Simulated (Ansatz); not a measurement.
# W(100) with 4 thermally displaced layers, 2x2: scattering by thermal displacements

How much do lattice vibrations at 500 K scatter the electrons of W? Layers with random displacements are laid between perfect leads, and the resistance is followed against their length. The measured value for the pure metal at this temperature is 10.3 µΩ cm (CRC Handbook of Chemistry and Physics, 84th ed., 2003, Electrical Resistivity of Pure Metals).

Calculated with Ansatz 0.2.0; Ansatz plane-wave DFT, PBE, PAW files; ballistic transport by layer matching (Landauer), zero bias; PAW set soft_1.

## Step 1: The structure

The cell holds 56 atoms: 56 W. Cell: a = 6.330 Å, b = 6.330 Å, c = 22.154 Å, α = 90.0°, β = 90.0°, γ = 90.0°. It derives from W. Regions: lead, 40 atoms (40 W); scattering region, 16 atoms (16 W). The structure is stacked along c, and the current runs across the ab planes.

## Step 2: With 4 displaced layers

Each atom of 4 layers is moved at random, by amounts drawn from a normal law 0.0502 Å wide in each direction from the Debye model (400 K) at 500 K. The layers about the cell's end stay perfect and serve as the lead. Disorder leaves little or no symmetry, which makes such runs dear. Energies from -0.05 to 0.05 eV in steps of 0.05 eV are too few for the program's thermal sum, so it prints no conductance; for a metal the transmission near the Fermi level serves, at a fraction of the cost.

Contents of input.yaml:

```yaml
crystal:
  lattice:
    - [6.3296, 0.0, 0.0]
    - [0.0, 6.3296, 0.0]
    - [0.0, 0.0, 22.1536]
  atoms:
    - { symbol: W, position: [0.0, 0.0, 0.0357142857] }
    - { symbol: W, position: [0.0, 0.5, 0.0357142857] }
    - { symbol: W, position: [0.5, 0.0, 0.0357142857] }
    - { symbol: W, position: [0.5, 0.5, 0.0357142857] }
    - { symbol: W, position: [0.25, 0.25, 0.1071428571] }
    - { symbol: W, position: [0.25, 0.75, 0.1071428571] }
    - { symbol: W, position: [0.75, 0.25, 0.1071428571] }
    - { symbol: W, position: [0.75, 0.75, 0.1071428571] }
    - { symbol: W, position: [0.0, 0.0, 0.1785714286] }
    - { symbol: W, position: [0.0, 0.5, 0.1785714286] }
    - { symbol: W, position: [0.5, 0.0, 0.1785714286] }
    - { symbol: W, position: [0.5, 0.5, 0.1785714286] }
    - { symbol: W, position: [0.25, 0.25, 0.25] }
    - { symbol: W, position: [0.25, 0.75, 0.25] }
    - { symbol: W, position: [0.75, 0.25, 0.25] }
    - { symbol: W, position: [0.75, 0.75, 0.25] }
    - { symbol: W, position: [0.0, 0.0, 0.3214285714] }
    - { symbol: W, position: [0.0, 0.5, 0.3214285714] }
    - { symbol: W, position: [0.5, 0.0, 0.3214285714] }
    - { symbol: W, position: [0.5, 0.5, 0.3214285714] }
    - { symbol: W, position: [0.249945885, 0.2582926354, 0.3945367058] }
    - { symbol: W, position: [0.2557387049, 0.7628318187, 0.3901267728] }
    - { symbol: W, position: [0.7450302094, 0.2395312826, 0.392613103] }
    - { symbol: W, position: [0.7579170635, 0.7498260221, 0.3939802211] }
    - { symbol: W, position: [0.984853597, 0.0011657576, 0.4622316527] }
    - { symbol: W, position: [0.0140732699, 0.5070299318, 0.4664358183] }
    - { symbol: W, position: [0.4995413916, 0.0048580758, 0.4657757159] }
    - { symbol: W, position: [0.497269967, 0.4960573996, 0.4640257748] }
    - { symbol: W, position: [0.2452006644, 0.2452887524, 0.535072492] }
    - { symbol: W, position: [0.2442259319, 0.756074576, 0.5320994403] }
    - { symbol: W, position: [0.7565282648, 0.2450412198, 0.5344778309] }
    - { symbol: W, position: [0.7392920187, 0.7488566124, 0.5351533774] }
    - { symbol: W, position: [0.0015176443, 0.9957688439, 0.6073551978] }
    - { symbol: W, position: [0.0144244494, 0.5032420849, 0.6058435535] }
    - { symbol: W, position: [0.50755517, 0.998979011, 0.6084878749] }
    - { symbol: W, position: [0.5048571654, 0.4969000753, 0.6027711068] }
    - { symbol: W, position: [0.25, 0.25, 0.6785714286] }
    - { symbol: W, position: [0.25, 0.75, 0.6785714286] }
    - { symbol: W, position: [0.75, 0.25, 0.6785714286] }
    - { symbol: W, position: [0.75, 0.75, 0.6785714286] }
    - { symbol: W, position: [0.0, 0.0, 0.75] }
    - { symbol: W, position: [0.0, 0.5, 0.75] }
    - { symbol: W, position: [0.5, 0.0, 0.75] }
    - { symbol: W, position: [0.5, 0.5, 0.75] }
    - { symbol: W, position: [0.25, 0.25, 0.8214285714] }
    - { symbol: W, position: [0.25, 0.75, 0.8214285714] }
    - { symbol: W, position: [0.75, 0.25, 0.8214285714] }
    - { symbol: W, position: [0.75, 0.75, 0.8214285714] }
    - { symbol: W, position: [0.0, 0.0, 0.8928571429] }
    - { symbol: W, position: [0.0, 0.5, 0.8928571429] }
    - { symbol: W, position: [0.5, 0.0, 0.8928571429] }
    - { symbol: W, position: [0.5, 0.5, 0.8928571429] }
    - { symbol: W, position: [0.25, 0.25, 0.9642857143] }
    - { symbol: W, position: [0.25, 0.75, 0.9642857143] }
    - { symbol: W, position: [0.75, 0.25, 0.9642857143] }
    - { symbol: W, position: [0.75, 0.75, 0.9642857143] }
kpoints:
  mp_grid: { grid: [4, 4, 1] }
hamiltonian:
  xc: pbe
  pseudopotentials: { kind: paw, azcp: { folder: soft_1 } }
scf:
  occupations: { method: fermi_dirac, width: 0.1 }
output:
  transmission: { leads: [[0, 4]], kmesh: [8, 8], e_range: [-0.05, 0.05], de: 0.05 }
  write_potential: true
  write_density: true
  volumetric_format: npy
  elf: true
```

Run with:

```bash
$ ansatz run input.yaml --threads 4 --pin off --max-ram 15360MiB --backend cpu --events-out ev --progress --plain --runs-dir out
```

Numbers of over 12 decimals in the logs are rounded to 6 here.

Log:

```text
Engine: ansatz 0.2.0, aarch64-unknown-linux-gnu
Pseudopotentials: kind: paw
Pseudopotential: W, paw, valence charge 14, recommended cutoff 420 eV (normal), soft_1/W.paw.azcp
Functional definition: PBE
  parameter kappa = 0.804
  parameter beta = 0.066725
  exchange = pbe_x(kappa = kappa, mu = beta*pi^2/3)
  correlation = pbe_c(beta = beta)
Crystal: 56 atoms, lattice volume = 887.558 Å³
Basis set: ecut = 420 eV, 17351 PW (Γ)
Bands: 471, of which v1, the nominal top of the filled ones, is band 392 counted from 1 (391 counted from 0)
Symmetry: 1 space group operations
Space group: P1 (ITA 1), of the structure as read, at distance tolerance 9.6e-5 Å
k-points: 10 of 16 (time reversal used)
Non-local potential: W, projectors of the file, l = 0: 3, l = 1: 2, l = 2: 2, l = 3: 1
PAW form: soft (Blöchl's): semilocal exchange-correlation on the pseudo side does not see the compensation charge
PAW one-centre angular grid: W, 590 points (default); XC on 64 Gauss nodes
Initial density: superposition of atomic densities (chi_scale 0.1, normalization cell)
Initial wavefunctions: pseudopotential atomic-orbital guess
Functional: x = pbe(κ = 0.804, μ = 0.219515), c = pbe(β = 0.066725)
SCF iter   1: F=—  HF=-581621.606594 eV  |F-HF|=—  |Δ(HF+E_count)|=         —  Δρ=6.30e-2  dr2=3.07e1  ethr=3.10e-3  ⟨swp⟩=4.9  Hψ=17036  notcnv=0
preconditioner: auto → Kerker (q_TF=auto, 2.672 Å⁻¹)  [metal: Δε(μ)=0.009 eV  Ē_g=5.401 eV  σ=0.100 eV  W_gap=0.02  n_scr=294 (ndim 8)  ℏωp=22.8 eV  f_vac=0.000  D(μ)=25.78/eV (n_scr^D=204)]
SCF iter   2: F=—  HF=-581614.445269 eV  |F-HF|=—  |Δ(HF+E_count)|=    7.16e0  Δρ=3.77e-2  dr2=1.07e1  ethr=3.10e-3  ⟨swp⟩=2.0  Hψ=6035  notcnv=0  defer=10
SCF iter   3: F=—  HF=-581610.839606 eV  |F-HF|=—  |Δ(HF+E_count)|=    3.61e0  Δρ=2.95e-3  dr2=3.36e-2  ethr=1.36e-3  ⟨swp⟩=2.1  Hψ=8588  notcnv=0  defer=10
SCF iter   4: F=—  HF=-581610.855973 eV  |F-HF|=—  |Δ(HF+E_count)|=   1.64e-2  Δρ=3.06e-4  dr2=7.23e-4  ethr=4.29e-6  ⟨swp⟩=2.5  Hψ=9109  notcnv=0  defer=8
SCF iter   5: F=—  HF=-581610.856204 eV  |F-HF|=—  |Δ(HF+E_count)|=   2.30e-4  Δρ=4.64e-5  dr2=9.38e-5  ethr=9.22e-8  ⟨swp⟩=2.0  Hψ=8430  notcnv=0  defer=8
SCF iter   6: F=—  HF=-581610.855446 eV  |F-HF|=—  |Δ(HF+E_count)|=   7.58e-4  Δρ=9.27e-6  dr2=8.70e-6  ethr=1.20e-8  ⟨swp⟩=1.0  Hψ=4710  notcnv=0  defer=8
SCF iter   7: F=—  HF=-581610.855445 eV  |F-HF|=—  |Δ(HF+E_count)|=   1.85e-7  Δρ=2.14e-6  dr2=1.55e-7  ethr=1.11e-9  ⟨swp⟩=1.0  Hψ=4702  notcnv=0  defer=8
SCF iter   8: F=-581610.855445 eV  HF=-581610.855445 eV  |F-HF|=3.14e-9  |Δ(HF+E_count)|=   5.24e-9  Δρ=4.20e-7  dr2=4.09e-9  ethr=1.28e-11  ⟨swp⟩=6.5  Hψ=8997  notcnv=0
SCF 1 converged in 8 iterations: F = -581610.855445 eV  dr2 = 4.09e-9
  greatest PAW one-centre occupation: 0.999 electrons in one spin orbital (limit 2), on the W atom at site 24 (counted from 0), in its partial waves of l = 0
transmission: 99 of 952 steps passed
transmission: 192 of 952 steps passed
[...]
transmission: 952 of 952 steps passed
SCF converged after 8 iterations
Free energy (F): -581610.855445 eV
Harris-Foulkes:  -581610.855445 eV  (|F-HF|=3.14e-9)
Internal energy: -581609.878642 eV  (E = F + TS)
E sigma→0 (E₀):  -581610.367044 eV
Entropy (-TS):   -0.976803 eV (-17.443 meV/atom)
Fermi energy:    22.476221 eV
--- Per-component energies (eV) ---
  E_band       = -4713.874346
  E_kinetic    = 23624.547959
  E_local      = -30360.390126  (includes V_loc(G=0)·N_el)
  E_nonlocal   = -1426.372547
  E_hartree    = 12756.491823
  E_xc         = -14997.020543
  E_vxc        = -12962.599047  (∫ρ·V_xc dr)
  E_paw        = -480361.161443  (= ΣΔE_a)
  E_vpaw       = -9102.051954  (= ΣTr[D̂ρ^β])
  E_aug_tail   = 0.008276  (compensation charges beyond the density's cutoff)
  E_ewald      = -90845.982041
  E_smearing   = -0.976803  (= −TS)
  E_closure    = 0.000000  (closes the sum)
  Σ components = -581610.855445   (vs F -581610.855445, Δ=0.00e0)
--- Band table (eV; the first three rows and the last of 10) ---
  k-point 0: bands = [... 388 lower, 22.3923, 22.3993, 22.4143, 22.4233, 22.5200, 22.5509, 22.5757, 22.5779, ... 75 higher]
  k-point 1: bands = [... 388 lower, 22.1781, 22.1878, 22.3796, 22.3911, 22.4305, 22.4547, 22.5586, 22.5693, ... 75 higher]
  k-point 2: bands = [... 388 lower, 22.4114, 22.4296, 22.4320, 22.4897, 22.6830, 22.7413, 22.8312, 22.8531, ... 75 higher]
  k-point 9: bands = [... 388 lower, 21.6816, 21.7095, 21.7607, 21.7835, 22.5157, 22.5361, 22.5413, 22.5801, ... 75 higher]
--- Transmission ---
  basis      : 349 plane waves across, 28 finite elements along
  points     : 34, standing for a mesh of 8 x 8
  energies   : 3 from -0.050000 to 0.050000 eV about the Fermi level, 0.050000 eV apart; the leads are filled to 0.000000 eV, and channels, transmission and decay are at 0.000000 eV
  crystal 0  : W4, at the sites [0, 4], period 1.5824 Å, over 15.82 Å; its Hamiltonian steps by up to 2.8 meV
    offset         : up to 0.0000 Å between an atom of the period and one for which it stands
    channels       : 5.656250e0 a spin
    conductance    : none, the energies end too early or step too widely for 300 K: set another output.transmission.e_range or a lower de, or, where they end at an eighth of basis.ecutwfc, a higher one
    slowest decay  : 0.0293 /Å at (0.5000, 0.5000)
  junction   : crystal 0 to crystal 0, 0.70 to 21.27 Å
    transmission   : 5.081925e0 a spin
    conductance    : none, the energies end too early or step too widely for 300 K: set another output.transmission.e_range or a lower de, or, where they end at an eighth of basis.ecutwfc, a higher one
```

Wall time 27 min (4 threads of Arm Neoverse N1, shared host); peak memory 7.9 GiB; 89 min of CPU time.

In the SCF lines HF is the Harris–Foulkes energy and dr2 the Hartree energy of the density residual, in eV; the loop may stop once dr2 is under the threshold and the program's other checks hold. Hψ counts applications of the Hamiltonian.

Numbers from this step:

```
free energy                                    : -581610.8554 eV
energy at zero smearing                        : -581610.3670 eV
Fermi energy                                   : 22.48 eV
cell area                                      : 40.06 Å²
transmission per spin nearest the Fermi level  : 5.082
open channels per spin nearest the Fermi level : 5.656
step of the lead's potential                   : 2.8 meV
```

Per spin. Table of transmission, zone mean by energy, zero at the Fermi level:

```csv
energy (eV),"transmission, zone mean"
-0.0500,4.73
0.0000,5.08
0.0500,5.05
```

Per spin. The open channels, zone mean, lead by energy, zero at the Fermi level:

```csv
energy (eV),"open channels, zone mean, lead"
-0.0500,5.28
0.0000,5.66
0.0500,5.53
```

Transmission over k1 and k2. At 0.0000 eV from the Fermi level.

Values, 8 rows by 8 columns:
```
 1.6  1.0  2.9  3.9  5.8  3.9  3.0  1.0
 2.0  2.9  1.7  6.0  7.9  6.1  1.5  3.0
 4.0  3.9  6.2 11.1 13.1 11.5  6.5  4.0
 7.3  6.1  8.1 13.0 13.5 13.0  8.1  6.1
 4.0  4.0  6.5 11.5 13.1 11.1  6.2  3.9
 2.0  3.0  1.5  6.1  7.9  6.0  1.7  2.9
 1.6  1.0  3.0  3.9  5.8  3.9  2.9  1.0
 0.0  1.6  2.0  3.9  6.1  3.9  2.0  1.6
```
Columns: k1 (b1) from -0.5 to 0.375; rows upwards: k2 (b2) from -0.5 to 0.375.

Open channels over k1 and k2. At 0.0000 eV from the Fermi level.

Ten even steps from '0' (0.0) to '9' (14.0):
```
10225220
12157512
22599952
55799975
22599952
12157512
10225220
01125211
```
Columns: k1 (b1) from -0.5 to 0.375; rows upwards: k2 (b2) from -0.5 to 0.375.

ELF in the ca plane at fractional y = 0.000, with atoms of W within 0.2 Å of it. It is the smooth field of the valence electrons, not physical close to the nuclei.

Values, 9 rows by 16 columns, each cell a mean:
```
0.45 0.49 0.35 0.41 0.53 0.34 0.39 0.53 0.33 0.34 0.55 0.36 0.34 0.53 0.40 0.35
0.33 0.30 0.46 0.37 0.28 0.45 0.40 0.28 0.42 0.43 0.27 0.40 0.44 0.27 0.37 0.46
0.37 0.34 0.45 0.40 0.31 0.45 0.44 0.30 0.45 0.45 0.28 0.43 0.45 0.31 0.41 0.45
0.42 0.45 0.39 0.38 0.49 0.37 0.35 0.52 0.36 0.36 0.53 0.37 0.37 0.49 0.38 0.39
0.45 0.46 0.28 0.42 0.46 0.29 0.36 0.46 0.33 0.32 0.47 0.38 0.29 0.46 0.42 0.28
0.35 0.36 0.44 0.35 0.38 0.42 0.36 0.40 0.39 0.37 0.37 0.35 0.41 0.39 0.35 0.44
0.42 0.39 0.44 0.44 0.37 0.45 0.45 0.34 0.47 0.46 0.35 0.46 0.45 0.36 0.45 0.44
0.32 0.31 0.46 0.34 0.31 0.43 0.36 0.27 0.43 0.41 0.31 0.37 0.43 0.31 0.34 0.45
0.46 0.47 0.30 0.42 0.49 0.30 0.38 0.53 0.32 0.33 0.49 0.37 0.30 0.49 0.42 0.30
```
Columns run along c (16.0 Å, from fractional 0.14 to 0.86 of the cell), rows up along a (6.3 Å). Atoms in or near the plane, at fractional coordinates: W at (0.18, 0.00), W at (0.18, 0.50), W at (0.32, 0.00), W at (0.32, 0.50), W at (0.46, 0.98), W at (0.47, 0.50), W at (0.61, 0.00), W at (0.61, 0.51), W at (0.75, 0.00), W at (0.75, 0.50).

Valence density in the ca plane at fractional y = 0.000, with atoms of W within 0.2 Å of it. It is the smooth field of the valence electrons, not physical close to the nuclei.

Ten even steps from '0' (0.3 e/Å³) to '9' (5.6 e/Å³), each cell a mean:
```
16995000027983000059981000059961000169940000
02441000002431000025640000014420000024410000
00000000000000000001100000000000000000000000
00000000000000000000000000000000000000000000
00000000000000000000000000000000000000000000
00000000000000000000000000000000000000000000
02442000003531000013430000025530000024410000
16995000027993000038982000059971000169940000
17996100028994000049993000059972000279950000
04773000015862000026861000026740000148730000
01110000001210000001210000001100000011100000
00000000000000000000000000000000000000000000
00000000000000000000000000000000000000000000
00000000000000000000000000000000000000000000
01210000001210000001100000002210000012100000
04773000015862000025640000037841000148730000
17996100028994000059981000169971000279950000
```
Columns run along c (16.0 Å, from fractional 0.14 to 0.86 of the cell), rows up along a (6.3 Å). Atoms in or near the plane, at fractional coordinates: W at (0.18, 0.00), W at (0.18, 0.50), W at (0.32, 0.00), W at (0.32, 0.50), W at (0.46, 0.98), W at (0.47, 0.50), W at (0.61, 0.00), W at (0.61, 0.51), W at (0.75, 0.00), W at (0.75, 0.50).

Electrostatic potential energy in the ca plane at fractional y = 0.000, with atoms of W within 0.2 Å of it. With pseudopotentials it is smooth inside the atoms' cores, unlike the true potential.

Ten even steps from '0' (-24 eV) to '9' (23 eV), each cell a mean:
```
50001699830002799610003899610005898400016998
73114899962125899841026999841137999731148999
98678999997678999975568999987789999986789999
99999999999999999999999999999999999999999999
99999999999999999999999999999999999999999999
98668999997678999987678999986679999976689999
73114899962125899852126999841026999731148999
50001699830002799720003899610004898400016998
40000599830001699710002799600003898300006997
61002799851003799840004899730026999510027998
86446899985347999975357999975468999864479999
99889999999889999998889999999899999998899999
99999999999999999999999999999999999999999999
99889999998889999999999999998899999998899999
86446899985347999975568999864358999853469999
61002799851003799831026999720016999510027998
40000599820001699610003899500004898300006997
```
Columns run along c (16.0 Å, from fractional 0.14 to 0.86 of the cell; values clipped at the 3rd and 97th percentile), rows up along a (6.3 Å). Atoms in or near the plane, at fractional coordinates: W at (0.18, 0.00), W at (0.18, 0.50), W at (0.32, 0.00), W at (0.32, 0.50), W at (0.46, 0.98), W at (0.47, 0.50), W at (0.61, 0.00), W at (0.61, 0.51), W at (0.75, 0.00), W at (0.75, 0.50).

Over the solved energies the transmission per spin lies between 4.73 and 5.08, out of 5.49 channels of the lead on average (up to 5.66).

(Continued in part 2 of 2.)

[Logs are printed without paths, hosts, clocks, repeated set-up lines and the standing remarks that a program may print on its own settings, such as how far it seeks lower states.]

[Hosts, paths, dates, database ids (printed as entryN), source tags and the programs' standing remarks are cut or masked in the printed files.]
